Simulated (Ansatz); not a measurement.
# KZn, from a guessed structure to a relaxed one, part 2 of 2

This structure for KZn is made up. Its elements were placed in a known structure type with a cell scaled to their sizes. What cell does the guess relax to, and how far off was it?

Ansatz 0.2.0; DFT, PBE, plane-wave PAW, files of the set soft_1, scalar-relativistic, no spin, cell and ions relaxed at zero pressure; PAW set soft_1 (the session's first sound run).

So far: The starting structure; Relaxation of the guess. The relaxed cell has a = 4.198 Å (conventional setting).

### Step 3. Bands of the relaxed cell

A second self-consistent run takes a narrower smearing and the mesh shown in its input; the bands follow along the standard path of the relaxed lattice.

This step: DFT, PBE, plane-wave PAW, files of the set soft_1, scalar-relativistic, no spin, bands and density of states at the relaxed cell; PAW set soft_1 (Ansatz 0.2.0).

The input, input.yaml:

```yaml
crystal:
  lattice:
    - [4.1983536113, 0.0, 0.0]
    - [0.0, 4.1983536113, 0.0]
    - [0.0, 0.0, 4.1983536113]
  atoms:
    - { symbol: Zn, position: [0.0, 0.0, 0.0] }
    - { symbol: K, position: [0.5, 0.5, 0.5] }
kpoints:
  mp_grid: { grid: [8, 8, 8] }
  band_path:
    path:
      - [[0.0, 0.0, 0.0], [0.0, 0.5, 0.0], [0.5, 0.5, 0.0], [0.0, 0.0, 0.0], [0.5, 0.5, 0.5], [0.0, 0.5, 0.0]]
      - [[0.5, 0.5, 0.0], [0.5, 0.5, 0.5]]
    npoints: 13
scf:
  occupations: { method: fermi_dirac, width: 0.03 }
  n_extra_bands: 6
hamiltonian:
  xc: pbe
  pseudopotentials: { kind: paw, azcp: { folder: soft_1 } }
output:
  forces: true
  stress: true
  write_bands: true
  dos: { projected: true }
  write_density: true
  write_potential: true
  elf: true
  volumetric_format: npy
```

On the command line:

```bash
> ansatz run input.yaml --threads 4 --pin off --max-ram 8192MiB --backend cpu --events-out ev --progress --plain --runs-dir out
```

Numbers of over 12 decimals in the logs are rounded to 6 here.

What it wrote:

```text
[...]
Crystal: 2 atoms, lattice volume = 74.001 Å³
Basis set: ecut = 420 eV, 1419 PW (Γ), exchange–correlation on 60×60×60 points (8 copies of the dense FFT grid, shifted against one another)
Bands: 17, of which v1, the nominal top of the filled ones, is band 11 counted from 1 (10 counted from 0)
Symmetry: 48 space group operations
[...]
k-points: 35 of 512
[...]
SCF iter   1: F=—  HF=-4857.063132 eV  |F-HF|=—  |Δ(HF+E_count)|=         —  Δρ=5.09e-2  dr2=1.93e0  ethr=3.10e-3  ⟨swp⟩=6.1  Hψ=3316  notcnv=0
[...]
SCF iter   8: F=-4856.414234 eV  HF=-4856.414234 eV  |F-HF|=5.43e-9  |Δ(HF+E_count)|=   3.18e-8  Δρ=4.33e-6  dr2=1.13e-8  ethr=4.76e-10  ⟨swp⟩=13.5  Hψ=4292  notcnv=0
SCF 1 converged in 8 iterations: F = -4856.414234 eV  dr2 = 1.13e-8
[...]
NSCF: frozen V_eff on 80 k-points
SCF converged after 8 iterations
Free energy (F): -4856.414234 eV
[...]
Internal energy: -4856.409836 eV  (E = F + TS)
E sigma→0 (E₀):  -4856.412035 eV
Entropy (-TS):   -0.004397 eV (-2.199 meV/atom)
Fermi energy:    4.145664 eV
[...]
--- Stress (GPa, compression-positive) ---
        0.007197       0.000000       0.000000
        0.000000       0.007197       0.000000
       -0.000000       0.000000       0.007197
  P = ⅓ Tr σ = 0.0072 GPa (0.072 kbar)
--- Band table (eV; the first three rows and the last of 35) ---
  k-point 0: bands = [... 7 lower, -3.1284, -3.1284, -1.0142, 7.1594, 7.1594, 7.5613, 7.5613, 7.5613, ... 2 higher]
  k-point 1: bands = [... 7 lower, -3.1302, -3.1280, -0.8841, 5.9621, 7.2511, 7.5262, 7.5262, 8.1034, ... 2 higher]
  k-point 2: bands = [... 7 lower, -3.1345, -3.1271, -0.5148, 4.4909, 7.4363, 7.4363, 7.5077, 8.7907, ... 2 higher]
  k-point 34: bands = [... 7 lower, -3.0955, -3.0955, 2.1226, 4.4000, 4.4000, 4.4000, 8.4834, 8.4834, ... 2 higher]
```

The job ended after 1.6 s (4 threads of Arm Neoverse V1, shared host; peak memory 0.36 GiB; 5.5 s of CPU time).

Numbers from this step:

```
free energy             : -4856.4142 eV
energy at zero smearing : -4856.4120 eV
smearing term TS        : 0.004397 eV
Fermi energy            : 4.146 eV
pressure                : 0.007197 GPa
```

bands.tsv at the labelled points (eV, zero at the Fermi level; the bands that come nearest the Fermi level along the path):

```tsv
point	band 7	band 8	band 9	band 10	band 11	band 12	band 13	band 14
Γ	-7.27	-7.27	-7.27	-5.16	3.01	3.01	3.42	3.42
X	-7.29	-7.28	-7.27	-3.83	-1.42	3.16	3.16	3.88
M	-7.29	-7.29	-7.24	-3.20	0.15	0.15	2.23	4.93
Γ	-7.27	-7.27	-7.27	-5.16	3.01	3.01	3.42	3.42
R	-7.30	-7.24	-7.24	-2.02	0.25	0.25	0.25	4.34
X	-7.29	-7.28	-7.27	-3.83	-1.42	3.16	3.16	3.88
M	-7.29	-7.29	-7.24	-3.20	0.15	0.15	2.23	4.93
R	-7.30	-7.24	-7.24	-2.02	0.25	0.25	0.25	4.34
```

States per cell as run, both spins, in windows of 1 eV, from dos.tsv (zero at the Fermi level):

```csv
from,to,total
-8,-7,10.00
-7,-6,0.00
-6,-5,0.01
-5,-4,0.53
-4,-3,1.27
-3,-2,0.19
-2,-1,0.06
-1,0,0.96
0,1,1.64
1,2,1.20
2,3,1.43
3,4,2.24
4,5,1.37
```

Below -8 eV lie 8.0 more states.

Electrostatic potential energy in the ac plane at fractional y = 0.000, with atoms of Zn within 0.2 Å of it. With pseudopotentials it is smooth inside the atoms' cores, unlike the true potential.

Values in eV, 14 rows by 14 columns, each cell a mean:
```
-55 -52 -27  -5   4   6   7   7   7   6   2 -10 -40 -54
-44 -36 -14   0   5   6   7   7   7   6   4  -2 -24 -40
-13  -8   1   4   6   6   7   7   6   6   5   3  -2 -10
  2   3   4   5   6   6   6   6   6   6   6   5   4   2
  5   6   6   6   6   6   6   6   6   6   6   6   6   6
  7   7   7   6   6   6   6   6   6   6   6   6   7   7
  7   7   7   7   6   6   6   6   6   6   6   7   7   7
  7   7   7   6   6   6   6   6   6   6   6   7   7   7
  6   6   6   6   6   6   6   6   6   6   6   6   6   6
  4   4   5   6   6   6   6   6   6   6   6   6   5   4
 -7  -4   2   4   6   6   6   7   6   6   5   4   0  -5
-32 -25  -7   2   5   6   7   7   7   6   4   1 -14 -27
-55 -50 -25  -4   4   6   7   7   7   6   3  -8 -36 -52
-55 -55 -32  -7   4   6   7   7   7   5   2 -13 -44 -55
```
Columns run along a (4.2 Å; values clipped at the 3rd and 97th percentile), rows up along c (4.2 Å). Atoms in or near the plane, at fractional coordinates: Zn at (0.00, 0.00).

ELF in the ac plane at fractional y = 0.000, with atoms of Zn within 0.2 Å of it. It is the smooth field of the valence electrons, not physical close to the nuclei.

Values, 14 rows by 14 columns, each cell a mean:
```
0.00 0.02 0.14 0.22 0.32 0.35 0.25 0.22 0.29 0.36 0.28 0.21 0.08 0.01
0.05 0.09 0.20 0.25 0.35 0.35 0.24 0.21 0.28 0.36 0.31 0.24 0.16 0.08
0.20 0.22 0.26 0.33 0.38 0.32 0.21 0.18 0.25 0.34 0.38 0.30 0.24 0.21
0.26 0.28 0.34 0.38 0.35 0.27 0.17 0.15 0.20 0.29 0.38 0.38 0.31 0.28
0.36 0.36 0.36 0.33 0.25 0.17 0.11 0.10 0.13 0.19 0.29 0.34 0.36 0.36
0.29 0.29 0.27 0.24 0.17 0.12 0.08 0.07 0.09 0.13 0.20 0.25 0.28 0.29
0.22 0.21 0.20 0.18 0.13 0.09 0.06 0.06 0.07 0.10 0.15 0.18 0.21 0.22
0.25 0.25 0.23 0.20 0.15 0.10 0.07 0.06 0.08 0.11 0.17 0.21 0.24 0.25
0.35 0.35 0.34 0.31 0.23 0.16 0.10 0.09 0.12 0.17 0.27 0.32 0.35 0.35
0.31 0.33 0.37 0.38 0.32 0.23 0.15 0.13 0.17 0.25 0.35 0.38 0.35 0.32
0.21 0.23 0.27 0.35 0.38 0.31 0.20 0.18 0.24 0.33 0.38 0.33 0.25 0.22
0.11 0.15 0.22 0.27 0.37 0.34 0.23 0.20 0.27 0.36 0.34 0.26 0.20 0.14
0.00 0.03 0.15 0.23 0.33 0.35 0.25 0.21 0.29 0.36 0.28 0.22 0.09 0.02
0.01 0.00 0.11 0.21 0.31 0.35 0.25 0.22 0.29 0.36 0.26 0.20 0.05 0.00
```
Columns run along a (4.2 Å), rows up along c (4.2 Å). Atoms in or near the plane, at fractional coordinates: Zn at (0.00, 0.00).

Valence density in the ac plane at fractional y = 0.000, with atoms of Zn within 0.2 Å of it. It is the smooth field of the valence electrons, not physical close to the nuclei.

Values in e/Å³, 14 rows by 14 columns, each cell a mean:
```
20  8  1  0  0  0  0  0  0  0  0  0  3 12
 4  2  1  0  0  0  0  0  0  0  0  0  1  3
 1  0  0  0  0  0  0  0  0  0  0  0  0  0
 0  0  0  0  0  0  0  0  0  0  0  0  0  0
 0  0  0  0  0  0  0  0  0  0  0  0  0  0
 0  0  0  0  0  0  0  0  0  0  0  0  0  0
 0  0  0  0  0  0  0  0  0  0  0  0  0  0
 0  0  0  0  0  0  0  0  0  0  0  0  0  0
 0  0  0  0  0  0  0  0  0  0  0  0  0  0
 0  0  0  0  0  0  0  0  0  0  0  0  0  0
 0  0  0  0  0  0  0  0  0  0  0  0  0  0
 1  1  0  0  0  0  0  0  0  0  0  0  1  1
14  6  1  0  0  0  0  0  0  0  0  0  2  8
36 14  1  0  0  0  0  0  0  0  0  1  4 20
```
Columns run along a (4.2 Å), rows up along c (4.2 Å). Atoms in or near the plane, at fractional coordinates: Zn at (0.00, 0.00).

### Step 4. Summary of results

| Property | Result |
| --- | --- |
| space group, relaxed | Pm-3m |
| conventional cell | a = 4.198, b = 4.198, c = 4.198 Å; α = 90.0°, β = 90.0°, γ = 90.0° |
| volume per atom | 37.00 Å³ (guess 33.14) |

**Reading.** KZn relaxes to Pm-3m with a = 4.198, b = 4.198 and c = 4.198 Å. The guessed volume was 10 % too small. The space group Pm-3m was held in the relaxation, so the end point is a stationary structure within it and may be a saddle against distortions or other arrangements. Bands cross the Fermi level, so it is a metal or semimetal at this level. The electron count is odd, which forces that without spin polarisation or a larger cell. On the 8×8×8 mesh with the narrower smearing (relaxed on 7×7×7) the forces vanish, as symmetry may demand, and the largest stress component is 0.007 GPa, within the relaxation's thresholds of 0.015 eV/Å and 0.05 GPa. The cutoff wasn't tested. No dispersion term is used, so weakly bound directions may come out too long. Nothing here tests whether the compound is stable against decomposition.

[Logs are printed without paths, hosts, clocks, repeated set-up lines and the standing remarks that a program may print on its own settings, such as how far it seeks lower states.]

[Hosts, paths, dates, database ids (printed as entryN), source tags and the programs' standing remarks are cut or masked in the printed files.]
